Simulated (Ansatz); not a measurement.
## Preparing BaLa2S4 (I-42d) as a host crystal

Before any defect goes in: BaLa2S4 (I-42d) at rest, and how it screens a charge.

Method: plane-wave PAW DFT, PBEsol; relaxation of the host's cell and atoms, in the first sound run; inputs show where later runs differ, in Ansatz 0.2.0.

This is a report of a sequence of runs, with most program output left out.

## Step 1: The structure

It takes space group I-42d (No. 122, tetragonal). Conventional cell: a = 8.995 Å, b = 8.995 Å, c = 8.935 Å, α = 90.00°, β = 90.00°, γ = 90.00°. Ba has 8 S at 3.11 to 3.27 Å nearest. Nearest to La lie 8 S at 2.91 to 3.25 Å. Nearest to S lie 4 La at 2.91 to 3.25 Å and 2 Ba at 3.11 to 3.27 Å. Farther neighbours and most contacts between anions are not listed.

## Step 2: Host cell relaxation

Lattice and positions are set free, within the symmetry that the program keeps.

Input file cell/input.yaml:

```yaml
crystal:
  lattice:
    - [-4.4974048, 4.4974048, 4.4676714]
    - [4.4974048, -4.4974048, 4.4676714]
    - [4.4974048, 4.4974048, -4.4676714]
  atoms:
    - { symbol: Ba, position: [0.25, 0.75, 0.5] }
    - { symbol: Ba, position: [0.5, 0.5, 0.0] }
    - { symbol: La, position: [0.375, 0.24994558, 0.37494558] }
    - { symbol: La, position: [0.75005442, 0.125, 0.12505442] }
    - { symbol: La, position: [0.875, 5.442e-05, 0.62505442] }
    - { symbol: La, position: [0.99994558, 0.625, 0.87494558] }
    - { symbol: S, position: [0.64051837, 0.23334472, 0.74596097] }
    - { symbol: S, position: [0.48738375, 0.8945574, 0.25403903] }
    - { symbol: S, position: [0.26261625, 0.01665528, 0.90717365] }
    - { symbol: S, position: [0.6445574, 0.73738375, 0.75403903] }
    - { symbol: S, position: [0.98334472, 0.89051837, 0.24596097] }
    - { symbol: S, position: [0.1054426, 0.35948163, 0.59282635] }
    - { symbol: S, position: [0.76665528, 0.51261625, 0.40717365] }
    - { symbol: S, position: [0.10948163, 0.3554426, 0.09282635] }
basis:
  ecutwfc: 420
  xc_grid: 2
hamiltonian:
  xc: pbesol
kpoints:
  mp_grid: { grid: [5, 5, 5] }
scf:
  occupations: { method: fixed }
  max_iter: 100
relax:
  f_tol: 0.005
  max_steps: 60
  cell: {}
output:
  forces: true
  stress: true
checkpoint:
  write: "../cell.run"
  compress: false
  write_wavefunctions: false
  write_every: 100000
```

Run with:

```bash
$ ansatz run input.yaml --threads 4 --pin off --max-ram 7536MiB --backend cpu --events-out ev --progress --plain --runs-dir out
```

Wall time 69 s (4 threads of Intel Xeon Platinum 8175M at 2.50GHz (Skylake/Cascade Lake), shared host); peak memory 1.1 GiB; 4.5 min of CPU time.

Relaxation path:

```csv
step,energy less that of the first step (eV),largest force component (eV/Å),pressure (GPa),volume (Å³)
1,0.0000,0.0464,-3.30,361.46
2,-0.0031,0.1777,4.02,326.95
3,-0.2092,0.0673,-0.23,343.87
4,-0.2152,0.0310,-0.06,342.60
5,-0.2177,0.0096,0.08,341.38
6,-0.2179,0.0004,0.00,341.70
7*,-0.2176,0.0004,0.00,341.70
```

Relaxation steps marked * repeat the geometry before them on a plane-wave basis chosen anew for their cell, so energy and pressure can jump there.

The run keeps the 8 symmetry operations that it works with, so distortions that break them were not tested.

```csv
"conventional cell, symmetrised",before,after,change
a (Å),8.995,8.822,-1.9 %
b (Å),8.995,8.822,-1.9 %
c (Å),8.935,8.780,-1.7 %
volume (Å³/atom),25.82,24.41,-5.5 %
```

The atoms that moved most (Å, as changes of fractional coordinates times the final cell):

```csv
atom,dx,dy,dz,length
S13,0.024,0.018,0.032,0.044
S7,-0.018,0.024,-0.032,0.044
S10,-0.024,0.018,-0.032,0.044
S14,-0.018,-0.024,0.032,0.044
S9,0.018,0.024,0.032,0.044
S8,0.018,-0.024,-0.032,0.044
S12,-0.024,-0.018,0.032,0.044
S11,0.024,-0.018,-0.032,0.044
```

Numbers from this step:

```
pressure : -5.00e-4 GPa
```

The relaxation ends with a largest force component of 3.7e-4 eV/Å and a pressure of 0.00 GPa.

## Step 3: Dielectric tensors of the host

The response to a uniform electric field gives the electronic dielectric tensor.

This step: plane-wave PAW DFPT, PBEsol; dielectric tensors, Born charges and zone-centre modes of the host (Ansatz 0.2.0).

Input file eps/input.yaml:

```yaml
crystal:
  lattice:
    - [-4.4112080961, 4.4112080961, 4.3900688991]
    - [4.4112080961, -4.4112080961, 4.3900688991]
    - [4.4112080961, 4.4112080961, -4.3900688991]
  atoms:
    - { symbol: Ba, position: [0.25, 0.75, 0.5] }
    - { symbol: Ba, position: [0.5, 0.5, 0.0] }
    - { symbol: La, position: [0.375, 0.2526372639, 0.3776372639] }
    - { symbol: La, position: [0.7473627361, 0.125, 0.1223627361] }
    - { symbol: La, position: [0.875, -0.0026372639, 0.6223627361] }
    - { symbol: La, position: [1.0026372639, 0.625, 0.8776372639] }
    - { symbol: S, position: [0.6396011783, 0.2276343784, 0.7466992208] }
    - { symbol: S, position: [0.4809351576, 0.8929019575, 0.2533007792] }
    - { symbol: S, position: [0.2690648424, 0.0223656216, 0.9119667999] }
    - { symbol: S, position: [0.6429019575, 0.7309351576, 0.7533007792] }
    - { symbol: S, position: [0.9776343784, 0.8896011783, 0.2466992208] }
    - { symbol: S, position: [0.1070980425, 0.3603988217, 0.5880332001] }
    - { symbol: S, position: [0.7723656216, 0.5190648424, 0.4119667999] }
    - { symbol: S, position: [0.1103988217, 0.3570980425, 0.0880332001] }
basis:
  ecutwfc: 420
hamiltonian:
  xc: pbesol
kpoints:
  mp_grid: { grid: [4, 4, 4] }
scf:
  occupations: { method: fixed }
  max_iter: 100
phonons:
  method: dfpt
  dielectric: true
  rigid_motions: translations
```

It took 11 min on 4 threads; peak memory 4.6 GiB.

Electronic dielectric tensor:

```
7.76 0.00 0.00
0.00 7.76 0.00
0.00 0.00 7.54
```

Static dielectric tensor:

```
20.97  0.00  0.00
 0.00 20.97  0.00
 0.00  0.00 18.13
```

The principal values of the electronic dielectric tensor are 7.54, 7.76 and 7.76. The principal values of the static dielectric tensor are 18.13, 20.97 and 20.97.

## Step 4: Primitive cell on a dense mesh

A dense mesh gives the host's converged energy, against which the supercell's sampling is tested.

This step: plane-wave PAW DFT, PBEsol; single point of the host's primitive cell on a dense mesh (Ansatz 0.2.0).

dense/input.yaml, as its differences from eps/input.yaml of step 3:

```diff
@@ -22,2 +22,3 @@
   ecutwfc: 420
+  xc_grid: 2
 hamiltonian:
@@ -25,9 +26,5 @@
 kpoints:
-  mp_grid: { grid: [4, 4, 4] }
+  mp_grid: { grid: [5, 5, 5] }
 scf:
-  occupations: { method: fixed }
-  max_iter: 100
-phonons:
-  method: dfpt
-  dielectric: true
-  rigid_motions: translations
+  occupations: { method: fermi_dirac, width: 0.01 }
+  max_iter: 80
```

It took 11 s on 4 threads; peak memory 1.1 GiB.

## Step 5: Self-consistent run

This step: plane-wave PAW DFT, PBEsol; single point of the defect-free supercell, a test of its k-points (Ansatz 0.2.0).

System of this step: BaLa2S4 (I-42d). The cell holds 56 atoms: 8 Ba, 16 La and 32 S. Cell: a = 12.447 Å, b = 12.447 Å, c = 12.477 Å, α = 59.9°, β = 59.9°, γ = 60.2°.

Input file pristine.sampling/input.yaml:

```yaml
crystal:
  lattice:
    - [0.0, 8.8224161922, 8.7801377982]
    - [8.8224161922, 0.0, 8.7801377982]
    - [8.8224161922, 8.8224161922, 0.0]
  atoms:
    - { symbol: Ba, position: [0.125, 0.625, 0.375] }
    - { symbol: Ba, position: [0.375, 0.875, 0.625] }
    - { symbol: Ba, position: [0.625, 0.125, 0.875] }
    - { symbol: Ba, position: [0.875, 0.375, 0.125] }
    - { symbol: Ba, position: [0.0, 0.0, 0.5] }
    - { symbol: Ba, position: [0.25, 0.25, 0.75] }
    - { symbol: Ba, position: [0.5, 0.5, 0.0] }
    - { symbol: Ba, position: [0.75, 0.75, 0.25] }
[... 44 atom lines left out ...]
    - { symbol: S, position: [0.2215163056, 0.4682155264, 0.199150684] }
    - { symbol: S, position: [0.4715163056, 0.7182155264, 0.449150684] }
    - { symbol: S, position: [0.7215163056, 0.9682155264, 0.699150684] }
    - { symbol: S, position: [0.9715163056, 0.2182155264, 0.949150684] }
basis:
  ecutwfc: 420
  xc_grid: 2
hamiltonian:
  xc: pbesol
kpoints:
  mp_grid: { grid: [1, 1, 1], shift: [0.25, 0.25, 0.25] }
scf:
  occupations: { method: fermi_dirac, width: 0.01 }
  max_iter: 80
```

It took 18 s on 4 threads; peak memory 2.5 GiB; 62 s of CPU time.

Numbers from this step:

```yaml
energy_over_dense_mesh: 0.004569 eV/atom
```

## Step 6: Defect free supercell relaxed from its symmetric sites

This cell, the one that will hold the defects, is built from the relaxed host. Its coarser k-points can move the atoms a little, so it is relaxed from the symmetric sites, as the reference for the test of stability.

This step: plane-wave PAW DFT, PBEsol; relaxation of the defect-free supercell from its symmetric sites (Ansatz 0.2.0).

pristine.symmetric/input.yaml, as its differences from pristine.sampling/input.yaml of step 5:

```diff
@@ -72 +72,12 @@
   max_iter: 80
+output:
+  forces: true
+relax:
+  f_tol: 0.01
+  max_steps: 60
+  escape_saddle: false
+checkpoint:
+  write: "../pristine.symmetric.run"
+  compress: false
+  write_wavefunctions: false
+  write_every: 100000
```

Run time: 64 s. Hardware: 4 threads; peak memory 2.6 GiB; 3.8 min of CPU time.

The steps of the relaxation:

```csv
step,energy less that of the first step (eV),largest force component (eV/Å)
1,0.0000,0.0278
2,-0.0029,0.0181
3,-0.0032,0.0173
4,-0.0033,0.0087
5,-0.0033,0.0087
```

The run keeps the 8 symmetry operations that it works with, so distortions that break them were not tested.

The atoms that moved most (Å):

```csv
atom,dx,dy,dz,length
S29,0.005,-0.005,-0.007,0.010
S39,-0.005,0.005,-0.007,0.010
S30,0.005,-0.005,-0.007,0.010
S32,0.005,-0.005,-0.007,0.010
S37,-0.005,0.005,-0.007,0.010
S31,0.005,-0.005,-0.007,0.010
S38,-0.005,0.005,-0.007,0.010
S40,-0.005,0.005,-0.007,0.010
```

From the first step to the last the energy fell by 0.003 eV, and the largest move was 0.010 Å (S29 and 7 other atoms alike).

## Step 7: Defect free supercell relaxed from displaced atoms

This step: plane-wave PAW DFT, PBEsol; relaxation of the defect-free supercell from random displacements, a test of the host's stability (Ansatz 0.2.0).

pristine.rattled/input.yaml, as its differences from pristine.symmetric/input.yaml of step 6:

```diff
@@ -76,6 +76,6 @@
   f_tol: 0.01
-  max_steps: 60
-  escape_saddle: false
+  max_steps: 120
+  random_displacement: { amplitude: 0.08, seed: 8764 }
 checkpoint:
-  write: "../pristine.symmetric.run"
+  write: "../pristine.rattled.run"
   compress: false
```

Elapsed: 87 s, on 4 threads; peak memory 2.5 GiB; 5.3 min of CPU time.

Relaxation path:

```csv
step,energy less that of the first step (eV),largest force component (eV/Å)
1,0.0000,0.9344
2,-0.6238,0.7869
3,-1.0440,0.0346
4,-1.0440,0.0347
5,-1.0393,0.0550
6,-1.0454,0.0093
```

Relaxation step 5 was tried and not accepted.

The relaxation ends 19 meV an atom lower than the displaced start, with a largest force component of 0.0093 eV/Å.

## Step 8: Outcome

| Quantity | Value |
| --- | --- |
| primitive cell vectors, lengths | 7.628, 7.628, 7.628 Å |
| electronic dielectric constant | principal values (7.54, 7.76, 7.76) |
| static dielectric constant | principal values (18.13, 20.97, 20.97) |
| gap on the k-mesh of the response run (PBEsol) | 1.93 eV |
| supercell relaxed in its symmetry less the displaced and relaxed one | 0.000 eV |
| energy an atom at one point at (¼, ¼, ¼) less that on the dense mesh | 0.005 eV |

In words: Step 7: The energy fell by 1.045 eV from the randomly displaced start; against the sites as typed, S37 ends farthest off, by 0.01 Å, once the mean shift is taken out. The displaced cell ends within 0.01 eV of the symmetric one relaxed in its symmetry, so no lower structure shows in this supercell. The k-mesh can miss the band edges, so this gap is an upper bound at this level. All at zero temperature.

[Logs are printed without paths, hosts, clocks, repeated set-up lines and the standing remarks that a program may print on its own settings, such as how far it seeks lower states.]

[Hosts, paths, dates, database ids (printed as entryN), source tags and the programs' standing remarks are cut or masked in the printed files.]

[Runs of the host that timed out are not shown.]

[For some hosts the program warned that the k-mesh of the response run may be too coarse for force constants and the static dielectric constant; such warnings are not always shown.]
